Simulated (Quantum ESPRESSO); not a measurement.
# Collinear magnetic orders of CuF2 with Quantum ESPRESSO, part 2 of 2

Aim: find out which collinear order of CuF2 costs least.

Quantum ESPRESSO 7.5; LDA with U = 6 eV on Cu d (ortho-atomic projectors); plane waves with GBRV 1.5 LDA potentials, no spin-orbit coupling.

So far, absolute magnetization (μB): step 2 (run 1 (ferro ++)) 2.10.

### 3. Start 2: antiferro +−

Contents of pw.in:

```
&CONTROL
  calculation = 'scf'
  prefix = 'pwscf'
  outdir = './tmp'
  pseudo_dir = './pseudo'
  disk_io = 'nowf'
/
&SYSTEM
  ibrav = 0
  celldm(1) = 8
  nat = 6
  ntyp = 3
  ecutwfc = 40
  ecutrho = 280
  nbnd = 44
  occupations = 'smearing'
  smearing = 'fd'
  degauss = 0.00367493
  nspin = 2
  starting_magnetization(1) = 0.0526
  starting_magnetization(2) = -0.0526
  starting_magnetization(3) = 0
/
&ELECTRONS
  conv_thr = 1.2d-08
  electron_maxstep = 150
  mixing_beta = 0.3
/
ATOMIC_SPECIES
Cu1    63.5460 cu_lda_v1.2.uspp.F.UPF
Cu2    63.5460 cu_lda_v1.2.uspp.F.UPF
F      18.9984 f_lda_v1.4.uspp.F.UPF
CELL_PARAMETERS alat
   0.7842363417197    0.0000000000000    0.0000000000000
   0.0000000000000    1.0724195757251    0.0000000000000
  -0.6583022279400    0.0000000000000    1.0768918614287
ATOMIC_POSITIONS crystal
Cu1     0.0000000000    0.0000000000    0.0000000000
Cu2     0.0000000000    0.5000000000    0.5000000000
F       0.2560000000    0.3000000000    0.3000000000
F       0.7440000000    0.8000000000    0.2000000000
F       0.7440000000    0.7000000000    0.7000000000
F       0.2560000000    0.2000000000    0.8000000000
K_POINTS automatic
8 4 4 0 0 0
HUBBARD {ortho-atomic}
U Cu1-3d 6.0000
U Cu2-3d 6.0000
```

On the command line:

```
OMP_NUM_THREADS=1 mpirun -n 4 pw.x -nk 4 -in pw.in > pw.out
```

The log of the run:

```text
[banner, memory and clock lines left out]
Program PWSCF v.7.5 starts

     Message from routine setup:
     using ibrav=0 with symmetry is DISCOURAGED, use correct ibrav instead

     bravais-lattice index     =            0
     lattice parameter (alat)  =       8.0000  a.u.
     unit-cell volume          =     463.7178 (a.u.)^3
     number of atoms/cell      =            6
     number of atomic types    =            3
     number of electrons       =        66.00
     number of Kohn-Sham states=           44
     kinetic-energy cutoff     =      40.0000  Ry
     charge density cutoff     =     280.0000  Ry
     scf convergence threshold =      1.2E-08
     mixing beta               =       0.3000
     number of iterations used =            8  plain     mixing
     Exchange-correlation=  SLA  PZ   NOGX NOGC
                           (   1   1   0   0   0   0   0)
     Hubbard projectors: ortho-atomic
     Hubbard parameters of DFT+U (Dudarev formulation) in eV:
     U(Cu1-3d) =  6.0000
     U(Cu2-3d) =  6.0000

     Internal variables: lda_plus_u =T, lda_plus_u_kind = 0

     Internal variables: orbital_resolved =F, hub_pot_fix =F, apply_U = F

     celldm(1)=   8.000000  celldm(2)=   0.000000  celldm(3)=   0.000000
     celldm(4)=   0.000000  celldm(5)=   0.000000  celldm(6)=   0.000000

     crystal axes: (cart. coord. in units of alat)
               a(1) = (   0.784236   0.000000   0.000000 )
               a(2) = (   0.000000   1.072420   0.000000 )
               a(3) = (  -0.658302   0.000000   1.076892 )

     reciprocal axes: (cart. coord. in units 2 pi/alat)
               b(1) = (  1.275126 -0.000000  0.779482 )
               b(2) = (  0.000000  0.932471 -0.000000 )
               b(3) = (  0.000000  0.000000  0.928598 )

     PseudoPot. # 1 for Cu read from file:
     cu_lda_v1.2.uspp.F.UPF
     Pseudo is Ultrasoft + core correction, Zval = 19.0

     PseudoPot. # 2 for Cu read from file:
     cu_lda_v1.2.uspp.F.UPF
     Pseudo is Ultrasoft + core correction, Zval = 19.0

     PseudoPot. # 3 for F  read from file:
     f_lda_v1.4.uspp.F.UPF
     Pseudo is Ultrasoft, Zval =  7.0

     atomic species   valence    mass     pseudopotential
     Cu1              19.00    63.54600     Cu( 1.00)
     Cu2              19.00    63.54600     Cu( 1.00)
     F                 7.00    18.99840     F ( 1.00)

     Starting magnetic structure
     atomic species   magnetization
     Cu1             0.053
     Cu2            -0.053
     F               0.000

      2 Sym. Ops., with inversion, found

   Cartesian axes

     site n.     atom                  positions (alat units)
         1        Cu1    tau(   1) = (   0.0000000   0.0000000   0.0000000  )
         2        Cu2    tau(   2) = (  -0.3291511   0.5362098   0.5384459  )
         3        F      tau(   3) = (   0.0032738   0.3217259   0.3230676  )
         4        F      tau(   4) = (   0.4518114   0.8579357   0.2153784  )
         5        F      tau(   5) = (   0.1226603   0.7506937   0.7538243  )
         6        F      tau(   6) = (  -0.3258773   0.2144839   0.8615135  )

     number of k points=    68  Fermi-Dirac smearing, width (Ry)=  0.0037
                       cart. coord. in units 2pi/alat
        k(    1) = (   0.0000000   0.0000000   0.0000000), wk =   0.0078125
        k(    2) = (   0.0000000   0.0000000   0.2321496), wk =   0.0156250
        k(    3) = (   0.0000000   0.0000000  -0.4642992), wk =   0.0078125
        k(    4) = (   0.0000000   0.2331177   0.0000000), wk =   0.0156250
        k(    5) = (   0.0000000   0.2331177   0.2321496), wk =   0.0156250
        [... 63 further k-points ...]

     Dense  grid:    36723 G-vectors     FFT dimensions: (  36,  45,  54)

     Smooth grid:    15901 G-vectors     FFT dimensions: (  25,  36,  45)

     Generating pointlists ...
     new r_m :   0.1858 (alat units)  1.4865 (a.u.) for type    1
     new r_m :   0.1858 (alat units)  1.4865 (a.u.) for type    2
     new r_m :   0.1858 (alat units)  1.4865 (a.u.) for type    3

     Initial potential from superposition of free atoms

     starting charge      64.0000, renormalised to      66.0000

     STARTING HUBBARD OCCUPATIONS:

     =================== HUBBARD OCCUPATIONS ===================
     ------------------------ ATOM    1 ------------------------
     Tr[ns(  1)] (up, down, total) =   5.00000  3.00000  8.00000
     Atomic magnetic moment for atom   1 =   2.00000
     [... lines left out ...]
     ------------------------ ATOM    2 ------------------------
     Tr[ns(  2)] (up, down, total) =   3.00000  5.00000  8.00000
     Atomic magnetic moment for atom   2 =  -2.00000
     [... lines left out ...]
     Number of occupied Hubbard levels =   16.0000

     Atomic wfc used for Hubbard projectors are orthogonalized

     Starting wfcs are   42 randomized atomic wfcs +    2 random wfcs

     Self-consistent Calculation

     iteration #  1     ecut=    40.00 Ry     beta= 0.30
     Davidson diagonalization with overlap
     ethr =  1.00E-02,  avg # of iterations =  5.4

     =================== HUBBARD OCCUPATIONS ===================
     ------------------------ ATOM    1 ------------------------
     Tr[ns(  1)] (up, down, total) =   4.91306  4.10762  9.02068
     Atomic magnetic moment for atom   1 =   0.80543
     [... lines left out ...]
     ------------------------ ATOM    2 ------------------------
     Tr[ns(  2)] (up, down, total) =   4.10744  4.91291  9.02034
     Atomic magnetic moment for atom   2 =  -0.80547
     [... lines left out ...]
     Number of occupied Hubbard levels =   18.0410

     Threshold (ethr) on eigenvalues was too large:
     Diagonalizing with lowered threshold

     Davidson diagonalization with overlap
     ethr =  9.82E-04,  avg # of iterations =  1.1

     total energy              =   -1001.01728513 Ry
     estimated scf accuracy    <       0.74797704 Ry

     total magnetization       =     0.00 Bohr mag/cell
     absolute magnetization    =     1.97 Bohr mag/cell

     iteration #  2     ecut=    40.00 Ry     beta= 0.30
     Davidson diagonalization with overlap
     ethr =  1.13E-03,  avg # of iterations =  2.0

     total energy              =   -1001.18219139 Ry
     estimated scf accuracy    <       0.06556551 Ry

     total magnetization       =     0.00 Bohr mag/cell
     absolute magnetization    =     1.85 Bohr mag/cell

     [... further iterations left out ...]

     iteration # 14     ecut=    40.00 Ry     beta= 0.30
     Davidson diagonalization with overlap
     ethr =  1.89E-11,  avg # of iterations =  2.5

     total energy              =   -1001.18307894 Ry
     estimated scf accuracy    <       0.00000001 Ry

     total magnetization       =     0.00 Bohr mag/cell
     absolute magnetization    =     1.90 Bohr mag/cell

     iteration # 15     ecut=    40.00 Ry     beta= 0.30
     Davidson diagonalization with overlap
     ethr =  1.89E-11,  avg # of iterations =  1.0

     Magnetic moment per site  (integrated on atomic sphere of radius R)
     atom   1 (R=0.186)  charge= 16.2534  magn=  0.7876
     atom   2 (R=0.186)  charge= 16.2542  magn= -0.7875
     atom   3 (R=0.186)  charge=  6.3028  magn=  0.0014
     atom   4 (R=0.186)  charge=  6.3023  magn= -0.0014
     atom   5 (R=0.186)  charge=  6.3028  magn=  0.0014
     atom   6 (R=0.186)  charge=  6.3023  magn= -0.0014

     End of self-consistent calculation

     =================== HUBBARD OCCUPATIONS ===================
     ------------------------ ATOM    1 ------------------------
     Tr[ns(  1)] (up, down, total) =   4.96163  4.16870  9.13033
     Atomic magnetic moment for atom   1 =   0.79293
     [... lines left out ...]
     ------------------------ ATOM    2 ------------------------
     Tr[ns(  2)] (up, down, total) =   4.16870  4.96163  9.13033
     Atomic magnetic moment for atom   2 =  -0.79293
     [... lines left out ...]
     Number of occupied Hubbard levels =   18.2607

     Number of k-points >= 100: set verbosity='high' to print the bands.

     the Fermi energy is     5.6444 ev

!    total energy              =   -1001.18307894 Ry
     estimated scf accuracy    <          5.4E-09 Ry
     smearing contrib. (-TS)   =      -0.00000000 Ry
     internal energy E=F+TS    =   -1001.18307894 Ry

     The total energy is F=E-TS. E is the sum of the following terms:
     one-electron contribution =    -791.57469419 Ry
     hartree contribution      =     424.77755375 Ry
     xc contribution           =    -112.88429570 Ry
     ewald contribution        =    -521.60838012 Ry
     Hubbard energy            =       0.10673732 Ry

     total magnetization       =     0.00 Bohr mag/cell
     absolute magnetization    =     1.90 Bohr mag/cell

     convergence has been achieved in  15 iterations
```

It took 52 s on 4 MPI ranks of Intel Xeon Platinum 8375C at 2.90GHz (Ice Lake), shared host; peak memory 0.65 GiB.

Spin moment in the atom's sphere by atom:

```csv
atom,spin moment in the atom's sphere (μB)
Cu1,0.788
Cu2,-0.787
F3,0.001
F4,-0.001
F5,0.001
F6,-0.001
```

This step gave:

| Quantity | Value |
| --- | --- |
| smearing term TS | 1.80e-12 eV |
| magnetization | 0 μB |
| absolute magnetization | 1.898 μB |
| final state | antiferromagnetic |

Spin density in the bc plane at fractional x = 0.000, with atoms of Cu within 0.2 Å of it.

Ten even steps from '_' (-3.4 e/Å³) to '@' (3.4 e/Å³), each cell a mean:
```
%%++++================++++##
++++++================++++++
++++========================
============================
============================
============================
============----============
============..__============
============::..--==========
============================
============================
============================
============================
++++++==================++++
**++++================++++**
@@**++==================++%%
```
Columns run along b (4.5 Å), rows up along c (5.3 Å). Atoms in or near the plane, at fractional coordinates: Cu at (0.00, 0.00), Cu at (0.50, 0.50).

Valence density in the bc plane at fractional x = 0.000, with atoms of Cu within 0.2 Å of it. It is the smooth field of the valence electrons, not physical close to the nuclei.

Values in e/Å³, 16 rows by 14 columns, each cell a mean:
```
32  8  1  0  0  0  0  0  0  0  0  1  4 24
 5  2  0  0  0  0  0  0  0  0  0  0  1  4
 1  0  0  0  0  0  0  0  0  1  1  0  0  0
 0  0  1  1  0  0  0  0  0  1  1  0  0  0
 0  0  1  1  0  0  0  0  0  1  0  0  0  0
 0  0  1  1  0  1  1  2  1  0  0  0  0  0
 0  0  0  0  0  2 13 16  5  1  0  0  0  0
 0  0  0  0  1  7 43 56 14  1  0  0  0  0
 0  0  0  0  1  5 26 34  8  1  0  0  0  0
 0  0  0  0  0  1  3  4  2  0  0  0  0  0
 0  0  0  0  0  0  0  0  0  0  1  1  1  0
 0  0  0  1  1  1  0  0  0  0  1  1  1  0
 0  0  0  1  1  1  0  0  0  0  0  1  0  0
 2  1  0  0  1  0  0  0  0  0  0  0  1  1
18  5  1  0  0  0  0  0  0  0  0  0  3 13
58 14  1  0  0  0  0  0  0  0  0  1  7 43
```
Columns run along b (4.5 Å), rows up along c (5.3 Å). Atoms in or near the plane, at fractional coordinates: Cu at (0.00, 0.00), Cu at (0.50, 0.50).

### 4. Energies of the orders

An order is kept where moments of 0.15 μB or more survive with the typed signs; meshes match where a doubled cell samples the same k points as the first cell.

Orders:

```csv
start,final state,typed order kept,energy over the lowest (meV a seeded atom),largest site moment (μB),net moment (μB a cell of the first run),mesh matched,CPU time (s)
ferro ++,ferromagnetic,yes,22.98,0.8075,2,yes,179.3
antiferro +-,antiferromagnetic,yes,0,0.7876,0,yes,206.9
```

### 5. Occupations of the corrected shells in the lowest state

Occupations of the Hubbard shells:

```csv
block,type,shell,spin,electrons,occupation numbers
1,Cu1,3d,up,4.962,0.988 0.992 0.993 0.994 0.995
1,Cu1,3d,down,4.169,0.208 0.986 0.991 0.991 0.993
2,Cu2,3d,up,4.169,0.208 0.986 0.991 0.991 0.993
2,Cu2,3d,down,4.962,0.988 0.992 0.993 0.994 0.995
```

### 6. Results

* lowest state found: antiferromagnetic (from antiferro +-)
* largest site moment: 0.788 μB
* next state with moments: ferromagnetic, 23.0 meV a seeded atom higher

Only these 2 starts were compared; other wavevectors, canted and longer-period orders were not.

[Logs and program files are shortened in this print: banners, set-up blocks, solver, clock and traceback lines can be left out without a mark of their own.]

[Logs are printed without paths, hosts, clocks, repeated set-up lines and the standing remarks that a program may print on its own settings, such as how far it seeks lower states.]

[Hosts, paths, dates, database ids (printed as entryN), source tags and the programs' standing remarks are cut or masked in the printed files.]

[Where a cell is said to come from a database of computed structures, the database is the Materials Project.]
